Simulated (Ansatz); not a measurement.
# (AlAs)2(MgSe)2 [001] superlattice, started as zinc blende: the cell at rest

Wanted: the relaxed cell of (AlAs)2(MgSe)2 [001] superlattice, started as zinc blende.

Program: Ansatz 0.2.0. Level of theory: DFT LDA, scalar-relativistic, plane waves, PAW. Results are calculated unless marked as measured.

The structure was built from a prototype and need not be the compound's stable phase.

### 1. Set-up

It takes space group Pmm2 (No. 25, orthorhombic). Conventional cell: a = 4.084 Å, b = 4.084 Å, c = 11.550 Å, α = 90.00°, β = 90.00°, γ = 90.00°. Nearest to Al lie 2 Se at 2.50 Å and 2 As at 2.50 Å. Nearest to Al lie 4 As at 2.50 Å. Nearest to As lie 4 Al at 2.50 Å. Nearest to As lie 2 Al at 2.50 Å and 2 Mg at 2.50 Å. Mg has 2 Se at 2.50 Å and 2 As at 2.50 Å nearest. Nearest to Mg lie 4 Se at 2.50 Å. Farther neighbours and most contacts between anions are not listed.

Coordinates:

```cif
data_structure
_symmetry_space_group_name_H-M 'P 1'
_symmetry_Int_Tables_number 1
_cell_length_a 4.0835
_cell_length_b 4.0835
_cell_length_c 11.5500
_cell_angle_alpha 90.000
_cell_angle_beta 90.000
_cell_angle_gamma 90.000
_cell_volume 192.60
loop_
_atom_site_label
_atom_site_type_symbol
_atom_site_fract_x
_atom_site_fract_y
_atom_site_fract_z
_atom_site_occupancy
Al1 Al 0.00000 0.00000 0.00000 1
Al2 Al 0.50000 0.50000 0.25000 1
As3 As 0.50000 0.00000 0.12500 1
As4 As 0.00000 0.50000 0.37500 1
Mg5 Mg 0.00000 0.00000 0.50000 1
Mg6 Mg 0.50000 0.50000 0.75000 1
Se7 Se 0.50000 0.00000 0.62500 1
Se8 Se 0.00000 0.50000 0.87500 1
```

### 2. A coarse first look

A quick single point on a coarse mesh tells whether the cell has a gap and how far it is from rest, which sets the k mesh and smearing that follow.

File input.yaml:

```yaml
crystal:
  lattice:
    - [2.8875, 2.8875, 0.0]
    - [-2.8875, 2.8875, 0.0]
    - [0.0, 0.0, 11.55]
  atoms:
    - { symbol: Al, position: [0.0, 0.0, 0.0] }
    - { symbol: Al, position: [0.5, 0.5, 0.25] }
    - { symbol: As, position: [0.5, 0.0, 0.125] }
    - { symbol: As, position: [0.0, 0.5, 0.375] }
    - { symbol: Mg, position: [0.0, 0.0, 0.5] }
    - { symbol: Mg, position: [0.5, 0.5, 0.75] }
    - { symbol: Se, position: [0.5, 0.0, 0.625] }
    - { symbol: Se, position: [0.0, 0.5, 0.875] }
kpoints:
  mp_grid: { grid: [4, 4, 2] }
hamiltonian:
  xc: lda
scf:
  occupations: { method: gaussian, width: 0.1 }
output:
  forces: true
  stress: true
  eigenvalues: true
```

Launch:

```bash
> ansatz run input.yaml --threads 4 --pin off --max-ram 14336MiB --backend cpu --events-out ev --progress --plain --runs-dir out
```

Numbers of over 12 decimals in the logs are rounded to 6 here.

What it wrote:

```text
Engine: ansatz 0.2.0, x86_64-unknown-linux-gnu
Pseudopotentials: kind: paw
Pseudopotential: Al, paw, valence charge 3, recommended cutoff 420 eV (normal), Al.paw.azcp
Pseudopotential: As, paw, valence charge 15, recommended cutoff 420 eV (normal), As.paw.azcp
Pseudopotential: Mg, paw, valence charge 10, recommended cutoff 420 eV (normal), Mg.paw.azcp
[...]
k-point 0: bands = [... 40 lower, 4.4358, 5.2750, 5.7323, 6.3284, 6.6068, 7.2601, 7.9456, 8.8683, ... 5 higher]
  k-point 1: bands = [... 40 lower, 4.4539, 4.4891, 5.6825, 6.2871, 6.9365, 7.7182, 8.0480, 8.6653, ... 5 higher]
  k-point 2: bands = [... 40 lower, 4.5214, 4.9036, 5.0851, 5.7383, 7.8563, 8.4828, 8.8079, 9.2131, ... 5 higher]
  k-point 17: bands = [... 40 lower, 3.2751, 3.6412, 4.2717, 4.4143, 7.7036, 8.0590, 8.4635, 8.5029, ... 5 higher]
[key lines of the parts left out:]
SCF converged after 8 iterations
Free energy (F): -25148.547478 eV
Fermi energy:    6.593979 eV
P = ⅓ Tr σ = -0.5957 GPa (-5.957 kbar)
```

Elapsed: 3.3 s, on 4 threads of Intel Xeon Platinum 8559C (Emerald Rapids), shared host; peak memory 0.61 GiB.

A gap read on the k-mesh alone can miss the band edges.

Numbers from this step:

```yaml
pressure: -0.5957 GPa
volume_per_atom: 24.07 Å³
gap_on_the_k_mesh: 0.07428 eV
direct_gap_on_mesh: 0.2784 eV
```

The coarse mesh shows a gap of 0.07 eV and a pressure of -0.6 GPa.

### 3. Rough relaxation

The start is far from rest, so a relaxation with loose tolerances brings it close first.

input.yaml, as its differences from that of step 2:

```diff
@@ -15,3 +15,3 @@
 kpoints:
-  mp_grid: { grid: [4, 4, 2] }
+  mp_grid: { grid: [6, 6, 2] }
 hamiltonian:
@@ -24 +24,6 @@
   eigenvalues: true
+relax:
+  adjacent_minimum: "off"
+  f_tol: 0.05
+  max_steps: 80
+  cell: { stress_tol: 0.5 }
```

What it wrote:

```text
[...]
Crystal: 8 atoms, lattice volume = 192.600 Å³
Basis set: ecut = 420 eV, 3791 PW (Γ)
Bands: 53, of which v1, the nominal top of the filled ones, is band 44 counted from 1 (43 counted from 0)
Symmetry: 4 space group operations
[...]
k-points: 32 of 72
[...]
- [-2.893390, 2.893390, 0]
    - [0, 0, 11.608541]
  atoms:
    - { symbol: Al, position: [0, 0, 0.011939] }
    - { symbol: Al, position: [0.500000, 0.5, 0.248522] }
    - { symbol: As, position: [0.500000, 0, 0.124680] }
    - { symbol: As, position: [0, 0.500000, 0.360935] }
    - { symbol: Mg, position: [0, 0, 0.487819] }
    - { symbol: Mg, position: [0.500000, 0.5, 0.749177] }
    - { symbol: Se, position: [0.500000, 0, 0.628208] }
    - { symbol: Se, position: [0, 0.500000, 0.888720] }
[key lines of the parts left out:]
SCF converged after 4 iterations
Free energy (F): -25148.909132 eV
Fermi energy:    6.650593 eV
P = ⅓ Tr σ = 0.0291 GPa (0.291 kbar)
```

Wall time 20 s (4 threads); peak memory 0.72 GiB; 75 s of CPU time.

The steps of the relaxation:

```tsv
step	energy less that of the first step (eV)	largest force component (eV/Å)	pressure (GPa)	volume (Å³)
1	0.0000	1.1668	-0.67	192.60
2	-0.2518	0.2336	0.21	190.56
3	-0.2696	0.0538	-0.05	191.26
4	-0.2721	0.0181	0.03	191.06
5*	-0.2719	0.0181	0.03	191.06
```

Relaxation steps marked * repeat the geometry before them on a plane-wave basis chosen anew for their cell, so energy and pressure can jump there.

Forces are held to the 4 operations that the run works with; a distortion that breaks them can't arise in this run.

```tsv
conventional cell, symmetrised	before	after	change
a (Å)	4.084	4.022	-1.5 %
b (Å)	4.084	4.092	+0.2 %
c (Å)	11.550	11.609	+0.5 %
volume (Å³/atom)	24.07	23.88	-0.8 %
```

The atoms that moved most (Å, as changes of fractional coordinates times the final cell):

```tsv
atom	dx	dy	dz	length
As4	0.000	0.000	-0.163	0.163
Se8	0.000	0.000	0.159	0.159
Mg5	0.000	0.000	-0.141	0.141
Al1	0.000	0.000	0.139	0.139
Se7	0.000	0.000	0.037	0.037
Al2	0.000	0.000	-0.017	0.017
Mg6	0.000	0.000	-0.010	0.010
```

The relaxed structure:

```cif
data_structure
_symmetry_space_group_name_H-M 'P 1'
_symmetry_Int_Tables_number 1
_cell_length_a 4.0222
_cell_length_b 4.0919
_cell_length_c 11.6085
_cell_angle_alpha 90.000
_cell_angle_beta 90.000
_cell_angle_gamma 90.000
_cell_volume 191.06
loop_
_atom_site_label
_atom_site_type_symbol
_atom_site_fract_x
_atom_site_fract_y
_atom_site_fract_z
_atom_site_occupancy
Al1 Al 0.00000 0.00000 0.01194 1
Al2 Al 0.50000 0.50000 0.24852 1
As3 As 0.50000 0.00000 0.12468 1
As4 As 0.00000 0.50000 0.36094 1
Mg5 Mg 0.00000 0.00000 0.48782 1
Mg6 Mg 0.50000 0.50000 0.74918 1
Se7 Se 0.50000 0.00000 0.62821 1
Se8 Se 0.00000 0.50000 0.88872 1
```

This step gave:

```yaml
pressure: 0.02906 GPa
volume_per_atom: 23.88 Å³
gap_on_the_k_mesh: 0.4980 eV
direct_gap_on_mesh: 0.6993 eV
```

In this step the volume went from 24.07 to 23.88 Å³/atom.

### 4. Relaxation

The cell and atoms are relaxed, since residual forces and stress would shift the frequencies.

File input.yaml:

```yaml
crystal:
  lattice:
    - [2.8441483175, 2.8441483175, 0.0]
    - [-2.8933902193, 2.8933902193, 0.0]
    - [0.0, 0.0, 11.6085407348]
  atoms:
    - { symbol: Al, position: [0.0, 0.0, 0.0119389527] }
    - { symbol: Al, position: [0.5, 0.5, 0.2485216725] }
    - { symbol: As, position: [0.5, 0.0, 0.1246795483] }
    - { symbol: As, position: [0.0, 0.5, 0.3609354725] }
    - { symbol: Mg, position: [0.0, 0.0, 0.4878193447] }
    - { symbol: Mg, position: [0.5, 0.5, 0.7491771228] }
    - { symbol: Se, position: [0.5, 0.0, 0.62820775] }
    - { symbol: Se, position: [0.0, 0.5, 0.8887201366] }
kpoints:
  mp_grid: { grid: [8, 8, 4] }
hamiltonian:
  xc: lda
scf:
  occupations: { method: gaussian, width: 0.02 }
output:
  forces: true
  stress: true
  eigenvalues: true
relax:
  adjacent_minimum: "off"
  f_tol: 0.005
  max_steps: 80
  cell: { stress_tol: 0.05 }
```

What it wrote:

```text
[...]
Crystal: 8 atoms, lattice volume = 191.059 Å³
Basis set: ecut = 420 eV, 3751 PW (Γ)
Bands: 53, of which v1, the nominal top of the filled ones, is band 44 counted from 1 (43 counted from 0)
[... 1 set-up line as in the run before ...]
[...]
k-points: 75 of 256 (time reversal used)
[...]
SCF iter   1: F=—  HF=-25148.930449 eV  |F-HF|=—  |Δ(HF+E_count)|=         —  Δρ=4.98e-3  dr2=3.43e-2  ethr=1.77e-3  ⟨swp⟩=7.1  Hψ=14897  notcnv=0  defer=6
[...]
SCF iter   7: F=-25148.918007 eV  HF=-25148.918007 eV  |F-HF|=2.46e-8  |Δ(HF+E_count)|=   2.86e-8  Δρ=4.74e-6  dr2=6.58e-8  ethr=1.14e-10  ⟨swp⟩=9.9  Hψ=20475  notcnv=0
SCF 1 converged in 7 iterations: F = -25148.918007 eV  dr2 = 6.58e-8
[...]
relax step   1: F+E_penalty+E_count = -25148.91800707 eV  Δ(F+E_penalty+E_count) = +0.000e0 eV  max|allowed force component| = 2.404e-2 eV/Å  Δτ_max = 0.0000 Å  P = +0.029 GPa  Ω = 191.059 Å³  (7 SCF iters, dr2 threshold 1.00e-7 eV, accepted)
Crystal: 8 atoms, lattice volume = 191.125 Å³
Basis set: ecut = 420 eV, 3743 PW (Γ)
[...]
SCF iter   5: F=-25148.918145 eV  HF=-25148.918145 eV  |F-HF|=3.13e-9  |Δ(HF+E_count)|=   4.98e-8  Δρ=2.80e-6  dr2=1.65e-8  ethr=4.11e-11  ⟨swp⟩=6.0  Hψ=15472  notcnv=0
SCF 2 converged in 5 iterations: F = -25148.918145 eV  dr2 = 1.65e-8
relax step   2: F+E_penalty+E_count = -25148.91814523 eV  Δ(F+E_penalty+E_count) = -1.382e-4 eV  max|allowed force component| = 5.013e-3 eV/Å  Δτ_max = 0.0027 Å  P = +0.003 GPa  Ω = 191.125 Å³  energy of the carried Pulay correction = -9.991e-6 eV  (5 SCF iters, dr2 threshold 3.61e-8 eV, accepted)
Crystal: 8 atoms, lattice volume = 191.148 Å³
[...]
SCF iter   5: F=-25148.918153 eV  HF=-25148.918153 eV  |F-HF|=2.26e-10  |Δ(HF+E_count)|=   5.97e-9  Δρ=7.43e-7  dr2=9.87e-10  ethr=1.78e-12  ⟨swp⟩=5.0  Hψ=15741  notcnv=0
SCF 3 converged in 5 iterations: F = -25148.918153 eV  dr2 = 9.87e-10
relax step   3: F+E_penalty+E_count = -25148.91815276 eV  Δ(F+E_penalty+E_count) = -7.529e-6 eV  max|allowed force component| = 1.065e-3 eV/Å  Δτ_max = 0.0009 Å  P = -0.003 GPa  Ω = 191.148 Å³  energy of the carried Pulay correction = -1.350e-5 eV  (5 SCF iters, dr2 threshold 1.57e-9 eV, accepted)
[...]
SCF iter   4: F=-25148.918170 eV  HF=-25148.918170 eV  |F-HF|=7.28e-12  |Δ(HF+E_count)|=  4.15e-10  Δρ=1.43e-7  dr2=3.60e-11  ethr=1.00e-12  ⟨swp⟩=6.4  Hψ=17656  notcnv=0
SCF 4 converged in 4 iterations: F = -25148.918170 eV  dr2 = 3.60e-11
relax step   4: F+E_penalty+E_count = -25148.91817035 eV  Δ(F+E_penalty+E_count) = -1.758e-5 eV  max|allowed force component| = 1.074e-3 eV/Å  Δτ_max = 0.0000 Å  P = -0.003 GPa  Ω = 191.148 Å³  stress off target by 5.02e-3 GPa  SCF on the basis re-selected at this cell (its energy is not comparable with the rows above)  (4 SCF iters)
basis re-selected at this cell: Δ(F+E_penalty+E_count) = -1.758e-5 eV, ΔP = +0.000 GPa vs the last step (what re-selecting the basis moved, of the pressure what is left beyond the Pulay correction that the steps carried, after the strain that the cell walked since its last selection, with what the two solves' SCF thresholds leave and, on support functions, any second-order correction that the steps lacked; it is no m [...]
SCF converged after 4 iterations
Free energy (F): -25148.918170 eV
[...]
Internal energy: -25148.918170 eV  (E = F + TS)
E sigma→0 (E₀):  -25148.918170 eV
Fermi energy:    6.641906 eV
[...]
--- Forces (eV/Å), atoms counted from 1 ---
  atom   1  Al    -0.00000000     0.00000000     0.00103853
  atom   2  Al    -0.00000000    -0.00000000     0.00003510
  atom   3  As     0.00000000    -0.00000000     0.00021428
  atom   4  As    -0.00000000    -0.00000000    -0.00107558
  atom   5  Mg    -0.00000000    -0.00000000     0.00023608
  atom   6  Mg    -0.00000000    -0.00000000    -0.00014521
  atom   7  Se     0.00000000    -0.00000000     0.00011753
  atom   8  Se     0.00000000     0.00000000    -0.00043518
  max |Σ_I F_I| component: 1.44e-5 eV/Å
--- Stress (GPa, compression-positive) ---
       -0.004715      -0.000308      -0.000000
       -0.000308      -0.004715      -0.000000
       -0.000000      -0.000000       0.000003
  P = ⅓ Tr σ = -0.0031 GPa (-0.031 kbar)
--- Band table (eV; the first three rows and the last of 75) ---
  k-point 0: bands = [... 40 lower, 4.3896, 5.3165, 5.4637, 6.1942, 6.8846, 7.3775, 8.0191, 8.9218, ... 5 higher]
  k-point 1: bands = [... 40 lower, 4.5038, 4.9463, 5.4316, 6.1741, 7.0467, 7.6314, 8.0467, 8.6390, ... 5 higher]
  k-point 2: bands = [... 40 lower, 4.5117, 4.5833, 5.3964, 6.1539, 7.1393, 7.8781, 8.2014, 8.5850, ... 5 higher]
  k-point 74: bands = [... 40 lower, 3.3179, 3.4952, 4.1431, 4.3330, 8.0123, 8.1543, 8.5373, 8.8168, ... 5 higher]
--- Relaxed structure (3 steps of the walk, 3 accepted, 1 SCFs on fresh bases) ---
[...]
cell:  # Å, volume = 191.1478 Å³
    - [2.843691, 2.843691, 8.036933897367717e-19]
    - [-2.890146, 2.890146, -6.63322099337135e-19]
    - [2.9708122301682462e-18, 3.095045506561808e-19, 11.628860]
  atoms:
    - { symbol: Al, position: [0, 0, 0.011789] }
    - { symbol: Al, position: [0.500000, 0.500000, 0.248673] }
    - { symbol: As, position: [0.5, 0, 0.124555] }
    - { symbol: As, position: [-2.0818212440336765e-19, 0.5, 0.360944] }
    - { symbol: Mg, position: [0, 0, 0.487922] }
    - { symbol: Mg, position: [0.500000, 0.500000, 0.749350] }
    - { symbol: Se, position: [0.5, 2.891784500193982e-19, 0.628088] }
    - { symbol: Se, position: [-5.125635062686267e-19, 0.5, 0.888678] }
```

Elapsed: 32 s, on 4 threads; peak memory 0.93 GiB; 2.1 min of CPU time.

The steps of the relaxation:

```tsv
step	energy less that of the first step (eV)	largest force component (eV/Å)	pressure (GPa)	volume (Å³)
1	0.0000	0.0240	0.03	191.06
2	-0.0001	0.0050	0.00	191.12
3	-0.0001	0.0011	0.00	191.15
4*	-0.0002	0.0011	0.00	191.15
```

Relaxation steps marked * repeat the geometry before them on a plane-wave basis chosen anew for their cell, so energy and pressure can jump there.

The run keeps the 4 symmetry operations that it works with, so distortions that break them were not tested.

```tsv
conventional cell, symmetrised	before	after	change
a (Å)	4.022	4.022	-0.0 %
b (Å)	4.092	4.087	-0.1 %
c (Å)	11.609	11.629	+0.2 %
volume (Å³/atom)	23.88	23.89	+0.0 %
```

Numbers from this step:

```yaml
pressure: -0.003143 GPa
gap_on_the_k_mesh: 0.4862 eV
volume_per_atom: 23.89 Å³
direct_gap_on_mesh: 0.6904 eV
```

In this step the volume went from 23.88 to 23.89 Å³/atom.

### 5. Tight relaxation

Phonons need a cell at rest on their own settings, so the relaxation is repeated with tight tolerances on forces and stress, using the mesh and the filling of the phonon run that follows.

File input.yaml:

```yaml
crystal:
  lattice:
    - [2.8436914839, 2.8436914839, 0.0]
    - [-2.8901461076, 2.8901461076, 0.0]
    - [0.0, 0.0, 11.6288599094]
  atoms:
    - { symbol: Al, position: [0.0, 0.0, 0.0117890709] }
    - { symbol: Al, position: [0.5, 0.5, 0.2486732027] }
    - { symbol: As, position: [0.5, 0.0, 0.1245548839] }
    - { symbol: As, position: [0.0, 0.5, 0.3609442464] }
    - { symbol: Mg, position: [0.0, 0.0, 0.4879223395] }
    - { symbol: Mg, position: [0.5, 0.5, 0.7493501813] }
    - { symbol: Se, position: [0.5, 0.0, 0.6280881975] }
    - { symbol: Se, position: [0.0, 0.5, 0.8886778779] }
kpoints:
  mp_grid: { grid: [8, 8, 4] }
hamiltonian:
  xc: lda
scf:
  occupations: { method: fixed }
output:
  forces: true
  stress: true
  eigenvalues: true
relax:
  adjacent_minimum: "off"
  f_tol: 0.001
  max_steps: 60
  cell: { stress_tol: 0.01 }
```

What it wrote:

```text
[...]
Crystal: 8 atoms, lattice volume = 191.148 Å³
Basis set: ecut = 420 eV, 3751 PW (Γ)
Bands: 53, of which v1, the nominal top of the filled ones, is band 44 counted from 1 (43 counted from 0)
[... 1 set-up line as in the run before ...]
[...]
k-points: 75 of 256 (time reversal used)
[...]
- [2.843549, 2.843549, 0]
    - [-2.890009, 2.890009, 0]
    - [0, 0, 11.629497]
  atoms:
    - { symbol: Al, position: [0, 0, 0.011801] }
    - { symbol: Al, position: [0.500000, 0.5, 0.248670] }
    - { symbol: As, position: [0.5, 0, 0.124563] }
    - { symbol: As, position: [0, 0.5, 0.360934] }
    - { symbol: Mg, position: [0, 0, 0.487919] }
    - { symbol: Mg, position: [0.500000, 0.5, 0.749349] }
    - { symbol: Se, position: [0.5, 0, 0.628086] }
    - { symbol: Se, position: [0, 0.5, 0.888679] }
[key lines of the parts left out:]
SCF converged after 5 iterations
Free energy (F): -25148.918172 eV
Fermi energy:    6.399393 eV
P = ⅓ Tr σ = -0.0003 GPa (-0.003 kbar)
```

Run time: 27 s. Hardware: 4 threads; peak memory 0.94 GiB; 1.7 min of CPU time.

Little changed from the start: no atom moved by 0.005 Å and no cell edge by 0.1 %.

This step gave:

```
pressure           : -3.00e-4 GPa
gap on the k-mesh  : 0.4860 eV
direct gap on mesh : 0.6905 eV
```

The largest force component left is 0.35 meV/Å and the pressure is 0.000 GPa, within the tolerances set. The cell now holds 23.89 Å³/atom.

### 6. Results

```
space group after relaxation (within 0.01 Å) : Pmm2
lattice constant a                           : 4.021 Å
lattice constant b                           : 4.087 Å
lattice constant c                           : 11.629 Å
volume per atom                              : 23.9 Å³
gap on the k-mesh                            : 0.486 eV
```

The largest force component left is 0.35 meV/Å and the pressure is 0.000 GPa, within the tolerances set. The cell now holds 23.89 Å³/atom. The relaxation keeps the symmetry of its start, so it says nothing on stability against lower symmetry. The starting cell was built on a prototype and not taken from a measurement, so the phase need not exist.

[Logs are printed without paths, hosts, clocks, repeated set-up lines and the standing remarks that a program may print on its own settings, such as how far it seeks lower states.]

[Hosts, paths, dates, database ids (printed as entryN), source tags and the programs' standing remarks are cut or masked in the printed files.]
